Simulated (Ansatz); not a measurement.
# V_Cs (site 1) in Cs3Li2Cl5 (Imm2): charge-transition levels and formation energies

Wanted: the transition levels of a vacancy in Cs3Li2Cl5 (Imm2), from a cell of 60 host atoms with 1 Cs taken out.

Method: place-levels on PBEsol runs: charge-transition levels and formation energies with image-charge correction and potential alignment at the atomic sites, in Ansatz 0.2.0.

### 1. Starting point

The cell holds 59 atoms: 17 Cs, 12 Li and 30 Cl. Cell: a = 12.405 Å, b = 11.479 Å, c = 12.396 Å, α = 103.4°, β = 99.6°, γ = 90.0°. It derives from Cs3Li2Cl5 (space group Imm2). Nearest the centre at fractional (0.540, 0.680, 0.754): Cl55 at 3.49 Å, Cl35 at 3.49 Å, Cl48 at 3.50 Å, Cl29 at 3.50 Å, Cl58 at 3.58 Å, Cl38 at 3.58 Å, Cl59 at 3.58 Å, Cl39 at 3.58 Å.

Known beforehand: the electronic dielectric constant, (2.85, 2.83, 2.85), and the static one, principal values (7.09, 7.39, 8.56), from a response run on this crystal (DFPT, PBEsol) at that run's own cell.

The cell's shortest repeat is 11.5 Å.

### 2. What was run first

Levels follow from differences of total energies between charge states, each relaxed by itself.

Each atom starts 0.05 Å or so off its site in a random direction. Forces are taken at one point at (¼, ¼, ¼). The cell holds 1 electron more than the neutral one, with a uniform background that keeps it neutral on the whole.

The sampling was tested on the host first: at the k-points planned (1x1x1 shifted 0.25 0.25 0.25) its energy lies 0.000 eV an atom from the dense-mesh value, under the bound of 0.02 eV set for this test; that bounds the host's error, not the defect's.

One of the inputs; charge, spin and start change from state to state.

qm1.relax/input.yaml reads:

```yaml
crystal:
  lattice:
    - [-7.26281086, 0.0, 10.05667359]
    - [-9.30598675, 0.0, -6.72045129]
    - [3.53696516, -11.88043227, 0.00400056]
  atoms:
    - { symbol: Cs, position: [0.2069849, 0.17983681, 0.75369014] }
    - { symbol: Cs, position: [0.28908819, 0.30299174, 0.24630986] }
[... 8 atom lines left out ...]
    - { symbol: Cs, position: [0.2069849, 0.67983681, 0.75369014] }
[... 11 atom lines left out ...]
    - { symbol: Cs, position: [0.5813563, 0.49281143, 0.0] }
[... 1 atom line left out ...]
    - { symbol: Li, position: [0.34274434, 0.37354243, 0.56826525] }
[... 2 atom lines left out ...]
    - { symbol: Cl, position: [0.49468707, 0.40109498, 0.47991485] }
    - { symbol: Cl, position: [0.37518882, 0.43618832, 0.76298203] }
[... 2 atom lines left out ...]
    - { symbol: Cs, position: [0.5813563, 0.99281143, 0.0] }
    - { symbol: Li, position: [0.48665592, 0.58940981, 0.43173475] }
    - { symbol: Li, position: [0.34274434, 0.87354243, 0.56826525] }
    - { symbol: Cl, position: [0.33471546, 0.66113756, 0.52008515] }
[... 1 atom line left out ...]
    - { symbol: Cl, position: [0.49468707, 0.90109498, 0.47991485] }
    - { symbol: Cl, position: [0.37518882, 0.93618832, 0.76298203] }
    - { symbol: Cl, position: [0.41468319, 0.74349211, 0.0] }
[... 4 atom lines left out ...]
    - { symbol: Li, position: [0.67607767, 0.37354243, 0.56826525] }
[... 3 atom lines left out ...]
    - { symbol: Cl, position: [0.70852215, 0.43618832, 0.76298203] }
[... 1 atom line left out ...]
    - { symbol: Cs, position: [0.87365157, 0.67983681, 0.75369014] }
[... 2 atom lines left out ...]
    - { symbol: Li, position: [0.81998926, 0.58940981, 0.43173475] }
    - { symbol: Li, position: [0.67607767, 0.87354243, 0.56826525] }
    - { symbol: Cl, position: [0.66804879, 0.66113756, 0.52008515] }
[... 2 atom lines left out ...]
    - { symbol: Cl, position: [0.70852215, 0.93618832, 0.76298203] }
    - { symbol: Cl, position: [0.74801652, 0.74349211, 0.0] }
  host:
    repeats: [3, 2, 1]
    atoms:
      - { symbol: Cs, position: [0.6209547, 0.35967362, 0.75369014] }
      - { symbol: Cs, position: [0.86726456, 0.60598348, 0.24630986] }
      # ... 8 more atoms of the perfect host
total_charge: -1
basis:
  ecutwfc: 420
  xc_grid: 2
hamiltonian:
  xc: pbesol
kpoints:
  mp_grid: { grid: [1, 1, 1], shift: [0.25, 0.25, 0.25] }
scf:
  occupations: { method: fixed }
  max_iter: 100
output:
  forces: true
  charged_corrections:
    epsilon: [2.85, 2.83, 2.85]
    static_epsilon: [[8.16, 0.0, 0.56], [0.0, 7.09, 0.0], [0.56, 0.0, 7.79]]
    defect_position: [0.540318, 0.679837, 0.75369]
relax:
  f_tol: 0.02
  max_steps: 80
  random_displacement: { amplitude: 0.05, seed: 5824 }
checkpoint:
  write: "../qm1.relax.run"
  compress: false
  write_wavefunctions: true
  write_every: 100000
```

On the command line:

```
$ ansatz run input.yaml --threads 4 --pin off --max-ram 14131MiB --backend cpu --events-out ev --progress --plain --runs-dir out
```

Defect states can disperse in a cell of this size, so the energy is taken again at a 2×2×2 shifted mesh, on the relaxed structure.

The run of this state that the levels use, under PBEsol:

qm1.point/input.yaml reads:

```yaml
crystal:
  checkpoint: "../qm1.relax.run"
  host: checkpoint
total_charge: -1
basis:
  ecutwfc: 420
  xc_grid: 2
hamiltonian:
  xc: pbesol
kpoints:
  mp_grid: { grid: [2, 2, 2], shift: [0.5, 0.5, 0.5] }
scf:
  occupations: { method: fermi_dirac, width: 0.01 }
  max_iter: 100
output:
  forces: true
  eigenvalues: true
  charged_corrections:
    epsilon: [2.85, 2.83, 2.85]
    static_epsilon: [[8.16, 0.0, 0.56], [0.0, 7.09, 0.0], [0.56, 0.0, 7.79]]
    defect_position: [0.540318, 0.679837, 0.75369]
  eigenstates: { localisation: true }
  populations: true
  band_densities: [{ bands: [v1, v1] }, { bands: [c1, c1] }]
  write_density: true
  write_potential: true
  volumetric_format: npy
checkpoint:
  read: "../qm1.relax.run"
  write: "../qm1.point.run"
  compress: false
  write_wavefunctions: false
  write_every: 100000
```

Relaxations under PBEsol at one point at (¼, ¼, ¼); times on 4 threads of Arm Neoverse V1, shared host:

```csv
charge,moment (μB),occupations,outcome,steps,largest displacement against the far atoms (Å),time
−1,0,fixed,converged,4,0.29,86 s
0,1,fixed,not converged,-,-,4.1 min
0,1,fermi-dirac,converged,4,0.30,4.9 min
+1,0,fixed,not converged,-,-,1.8 min
+1,0,fermi-dirac,converged,4,0.30,2.4 min
+1,2,fixed,not converged,-,-,4.5 min
+1,2,fermi-dirac,converged,4,0.30,5.9 min
```

Single points under PBEsol at a 2×2×2 shifted mesh; times on 4 threads of Arm Neoverse V1, shared host:

```csv
charge,moment (μB),occupations,outcome,time
−1,0,fermi-dirac,converged,2.3 min
0,1,fermi-dirac,converged,7 min
+1,0,fermi-dirac,converged,2.8 min
+1,2,fermi-dirac,converged,6.6 min
```

Distances (Å) from the ideal centre to the nearest atoms after relaxation with PBEsol:

| charge | moment (μB) | 1. | 2. | 3. | 4. | 5. | 6. |
| --- | --- | --- | --- | --- | --- | --- | --- |
| −1 | 0 | Cl 3.59 | Cl 3.59 | Cl 3.63 | Cl 3.64 | Cl 3.71 | Cl 3.71 |
| 0 | 1 | Cl 3.60 | Cl 3.62 | Cl 3.65 | Cl 3.65 | Cl 3.70 | Cl 3.70 |
| +1 | 0 | Cl 3.62 | Cl 3.63 | Cl 3.66 | Cl 3.67 | Cl 3.69 | Cl 3.70 |
| +1 | 2 | Cl 3.62 | Cl 3.63 | Cl 3.66 | Cl 3.66 | Cl 3.70 | Cl 3.71 |

### 3. Levels against the band edges, PBEsol

A charged cell interacts with its images and the background, and its potential has another zero than the host's. place-levels removes the first by a point-charge model, screened by the static dielectric constant since the ions have relaxed around the charge, and the second by comparing potentials at atoms far from the defect.

The host is a run of the defect-free crystal in the same cutoffs, grids and k-points, so that basis and sampling errors cancel in part in the differences. The host is run in a cell of 10 atoms on a matching mesh. Its band edges are searched through the zone by a band path, so the gap is smaller than, or equal to, that on the mesh. Chemical potentials are energies per atom of Cs (bcc), run with the same functional and cutoff.

levels.point.yaml reads:

```yaml
host:
  run: host.point.run
states: [qm1.point.run, q0_M1.point.run, qp1.point.run, qp1_M2.point.run]
geometry_from:
  qm1.point.run: qm1.relax.run
  q0_M1.point.run: q0_M1.relax_smeared.run
  qp1.point.run: qp1.relax_smeared.run
  qp1_M2.point.run: qp1_M2.relax_smeared.run
  host.point.run: host.relax.run
chemical_potentials:
  Cs:
    energy: -5585.796162
    dataset: <sha256 of the dataset>
epsilon: [2.85, 2.83, 2.85]
static_epsilon:
  - [8.16, 0.0, 0.56]
  - [0.0, 7.09, 0.0]
  - [0.56, 0.0, 7.79]
vertical:
  - { from: qm1.point.run, to: qm1.point_neutral.run }
  - { from: qp1.point.run, to: qp1.point_neutral.run }
  - { from: qp1_M2.point.run, to: qp1_M2.point_neutral.run }
```

On the command line:

```
$ ansatz place-levels levels.point.yaml -- --threads 4 --pin off --max-ram 14131MiB
```

Numbers of over 12 decimals in the logs are rounded to 6 here.

What it wrote:

```text
[... repeated set-up lines and file paths are left out, and long positions are rounded to six places ...]
(+1/0) 0.000 eV above the valence edge (-0.255 eV without the band-filling correction), 5.236 eV under the conduction edge
(0/-1) 0.088 eV above the valence edge, 5.148 eV under the conduction edge
formation energy of charge +1: +4.961 eV with the Fermi level at the valence edge
formation energy of charge 0: +4.961 eV with the Fermi level at the valence edge
formation energy of charge -1: +5.049 eV with the Fermi level at the valence edge
vertical -1 to 0: no energy, since no alignment is typed
  the change from vertical[0].from (qm1.point.run) to vertical[0].to (qm1.point_neutral.run): by its potential at epsilon [2.85, 2.83, 2.85] it stands at 0.548 0.676 0.897, with an rms radius of about 8.2 Å (4.7 5.2 4.4 Å across the planes of the cell's [...]
vertical +1 to 0: no energy, since no alignment is typed
  the change from vertical[1].from (qp1.point.run) to vertical[1].to (qp1.point_neutral.run): by its potential at epsilon [2.85, 2.83, 2.85] it stands at 0.596 0.334 0.613, with an rms radius of about 8.8 Å (5.4 5.2 4.6 Å across the planes of the cell's [...]
vertical +1 to 0: no energy, since no alignment is typed
  the change from vertical[2].from (qp1_M2.point.run) to vertical[2].to (qp1_M2.point_neutral.run): by its potential at epsilon [2.85, 2.83, 2.85] it is spread over the cell along a vector, with an rms radius of about 8.6 Å (5.0 5.4 4.4 Å across the planes of [...]
  edges by pbesol, gap 5.236 eV; the host is sampled to repeats of 29.63 Å
  the defect's cells are sampled to repeats of 29.63 Å, like sampling
  charge +1: -129330.8953 eV with its correction of -0.212 eV, at epsilon [[8.16, 0, 0.56], [0, 7.09, 0], [0.56, 0, 7.79]], aligned at sites: -0.4349 eV, mean over 38 atomic sites at or beyond 5.74 Å from the defect at [0.5403, 0.6798, 0.7537], with +0.000000 [...]
  states[2] (qp1.point.run): levels filled in part (TS 0.012 eV): its energy is of no whole electron's
  charge 0: +0.000 eV for its dipole among its images, +0.000 omitted
  states[1] (q0_M1.point.run): levels filled in part (TS 0.006 eV): its energy is of no whole electron's
  charge -1: -129326.1283 eV with its correction of +0.466 eV, at epsilon [[8.16, 0, 0.56], [0, 7.09, 0], [0.56, 0, 7.79]], aligned at sites: -0.2433 eV, mean over 38 atomic sites at or beyond 5.74 Å from the defect at [0.5403, 0.6798, 0.7537], with +0.000000 [...]
  charge +1: states[3] (qp1_M2.point.run) stands 0.011 eV higher, with a moment of 2.00 μB against 0.00
  states[3] (qp1_M2.point.run): levels filled in part (TS 0.015 eV): its energy is of no whole electron's
  of states[2] (qp1.point.run): it parts from the run at its places by a charge that spreads by about 5.2 Å along one vector (1.9 Å or more is wide), by its potential at epsilon [2.85, 2.83, 2.85], taken for that of held ions (one typed too small widens it), [...]
  of states[1] (q0_M1.point.run): its displacements don't fall off away from the defect: farther atoms stand 0.059 Å off the host's places. [...]
  of states[0] (qm1.point.run): it parts from the run at its places by a charge that spreads by about 5.2 Å along one vector (1.9 Å or more is wide), by its potential at epsilon [2.85, 2.83, 2.85], taken for that of held ions (one typed too small widens it), [...]
  of states[3] (qp1_M2.point.run): it parts from the run at its places by a charge that spreads by about 5.4 Å along one vector (1.9 Å or more is wide), by its potential at epsilon [2.85, 2.83, 2.85], taken for that of held ions (one typed too small widens [...]
  of vertical[0].from (qm1.point.run): its displacements don't fall off away from the defect: farther atoms stand 0.047 Å off the host's places. [...]
  vertical[0].to (qm1.point_neutral.run): levels filled in part (TS 0.005 eV): its energy is of no whole electron's
  of vertical[0].to (qm1.point_neutral.run): its displacements don't fall off away from the defect: farther atoms stand 0.047 Å off the host's places. [...]
  vertical[1].from (qp1.point.run): levels filled in part (TS 0.012 eV): its energy is of no whole electron's
  of vertical[1].from (qp1.point.run): its displacements don't fall off away from the defect: farther atoms stand 0.06 Å off the host's places. [...]
  vertical[1].to (qp1.point_neutral.run): levels filled in part (TS 0.006 eV): its energy is of no whole electron's
  of vertical[1].to (qp1.point_neutral.run): its displacements don't fall off away from the defect: farther atoms stand 0.06 Å off the host's places. [...]
  vertical[2].from (qp1_M2.point.run): levels filled in part (TS 0.015 eV): its energy is of no whole electron's
  of vertical[2].from (qp1_M2.point.run): its displacements don't fall off away from the defect: farther atoms stand 0.064 Å off the host's places. [...]
  vertical[2].to (qp1_M2.point_neutral.run): levels filled in part (TS 0.006 eV): its energy is of no whole electron's
  of vertical[2].to (qp1_M2.point_neutral.run): its displacements don't fall off away from the defect: farther atoms stand 0.064 Å off the host's places. [...]
```

Elapsed: 0.45 s, on 4 threads of Arm Neoverse V1, shared host.

Levels between the charges placed, in eV above the valence top:

```
        gap (eV)  (+1/0)  (0/−1)
PBEsol      5.24    0.00    0.09
```

Corrections by state:

| charge | moment (μB) | image terms and alignment (eV) | band filling (eV) | ε used | over the lowest of its charge, as the program ranks them, band filling apart (eV) |
| --- | --- | --- | --- | --- | --- |
| +1 | 0.0 | -0.212 | -0.255 | principal values (7.09, 7.39, 8.56) | 0.000 |
| 0 | 1.0 | 0.000 | - | - | 0.000 |
| −1 | 0.0 | 0.466 | - | principal values (7.09, 7.39, 8.56) | 0.000 |
| +1 | 2.0 | -0.207 | - | principal values (7.09, 7.39, 8.56) | 0.011 |

The charged structures listed were also run neutral, and place-levels reads from each pair, by the potential or the spins, how wide the charge is by which they differ; that can be the carrier of either run.

```csv
charge,rms radius (Å),spread where it is widest against the cell (Å),wide from (Å),reading
+1,8.8,5.23,1.93,wide
−1,8.2,5.15,1.93,wide
```

The neutral runs of these pairs need not share the spin of the lowest neutral state, and very wide values only mean spread over the cell.

From the program's caveats on the states, each cut to its opening words:

- charge +1, −1: it parts from the run at its places by a charge that spreads by about 5.2 Å along one vector (1.9 Å or more is wide), by its potential at epsilon [2.85, 2.83, [...]
- charge +1: a band-filling correction moves a carrier to the host's band edge, which changes its energy by -0.255 eV
- charge +1: its displacements don't fall off away from the defect: farther atoms stand 0.06 Å off the host's places
- charge 0 (1 μB): its displacements don't fall off away from the defect: farther atoms stand 0.059 Å off the host's places
- charge −1: its displacements don't fall off away from the defect: farther atoms stand 0.047 Å off the host's places
- charge +1 (2 μB): it parts from the run at its places by a charge that spreads by about 5.4 Å along one vector (1.9 Å or more is wide), by its potential at epsilon [2.85, 2.83, [...]
- charge +1 (2 μB): its displacements don't fall off away from the defect: farther atoms stand 0.064 Å off the host's places

Chemical potentials of the elements' reference phases, run alike. Formation energy by charge state (elemental references; gap 5.24 eV):

| charge | at valence top (eV) | at conduction bottom (eV) | correction included (eV) |
| --- | --- | --- | --- |
| +1 | 4.96 | 10.20 | -0.47 |
| 0 | 4.96 | 4.96 | 0.00 |
| −1 | 5.05 | -0.19 | 0.47 |

Fermi level (eV), lowest formation energy (eV) and a bar from the least value:
```
     0.00       4.96 ##############################
     0.48       4.57 ############################
     0.95       4.10 #########################
     1.43       3.62 ######################
     1.90       3.15 ###################
     2.38       2.67 #################
     2.86       2.19 ##############
     3.33       1.71 ###########
     3.81       1.24 ########
     4.29       0.76 ######
     4.76       0.29 ###
     5.24      -0.19
```

### 4. Another choice

In this try the input is made faulty on purpose, to show what that does.

Another version of the file is tried.

levels.try0.yaml is levels.point.yaml with these lines changed:

```diff
+defect_position:
+  qm1.point.run: [0.6603, 0.7998, 0.8737]
+  qp1.point.run: [0.7903, 0.9298, 0.0037]
+  qp1_M2.point.run: [0.6603, 0.7998, 0.8737]
```

On the command line:

```
$ ansatz place-levels levels.try0.yaml -- --threads 4 --pin off --max-ram 14131MiB
```

What it wrote:

```text
Error: states: the alignment at the far atoms does not stand for every charged run (states[2] (qp1.point.run): no potential alignment: what the cell's atoms and the host's sites leave over but for strayed atoms and the sites that these left (strays included: [...]
```

The change: the charge placed away from the defect.

The command refused this file.

### 5. Results

```yaml
gap_of_the_host: 5.24 eV (PBEsol)
level_plus_1_over_0: 0.00 eV above the valence top (-0.25 eV above the valence top without the band-filling term)
level_0_minus_1: 0.09 eV above the valence top
lowest_of_the_charges_placed_just_above_the_valence_top_0p02_ev: 0
lowest_of_the_charges_placed_just_below_the_conduction_bottom_0p02_ev: −1
lowest_formation_energy_at_mid_gap_of_the_charges_run_elemental_references: 2.43 eV
```

**Reading.** Of the charges placed (−1, 0 and +1), the lowest changes at 0.09 eV (0/−1) above the valence top, in a gap of 5.24 eV. (0/−1) lies nearer to a band edge than the share of the finite-size correction in it (0.47 eV), and that correction holds for a localised charge alone. (0/−1) lies 0.09 eV from a band edge, less than the doubt on such levels. Charges below −1 were not placed, so these runs say nothing of levels that involve them. States placed: +1 at 0 μB and 2 μB; 0 at 1 μB; −1 at 0 μB. Other spin states or structures, where not listed, weren't placed. The program finds carriers beyond a band edge of the host and adds a band-filling term at charge +1 (-0.25 eV); steps to such a charge show no bound level, and a defect level inside a band would be read the same way. Keep in mind: PBEsol makes the gap too small and tends to spread out bound carriers; where a gas molecule sets a chemical potential or the host's formation energy, its binding is uncorrected; spin–orbit coupling, which can matter with heavy atoms, is left out.

[Logs are printed without paths, hosts, clocks, repeated set-up lines and the standing remarks that a program may print on its own settings, such as how far it seeks lower states.]

[Hosts, paths, dates, database ids (printed as entryN), source tags and the programs' standing remarks are cut or masked in the printed files.]

[Where a table of states has a column of steps, it counts the stored structures, which are thinned; the runs took as many ionic steps or more.]

[A defect's name tells the site on which it was built; relaxed atoms can leave that site.]

[For some hosts the program warned that the k-mesh of the response run may be too coarse for force constants and the static dielectric constant; such warnings are not shown here.]
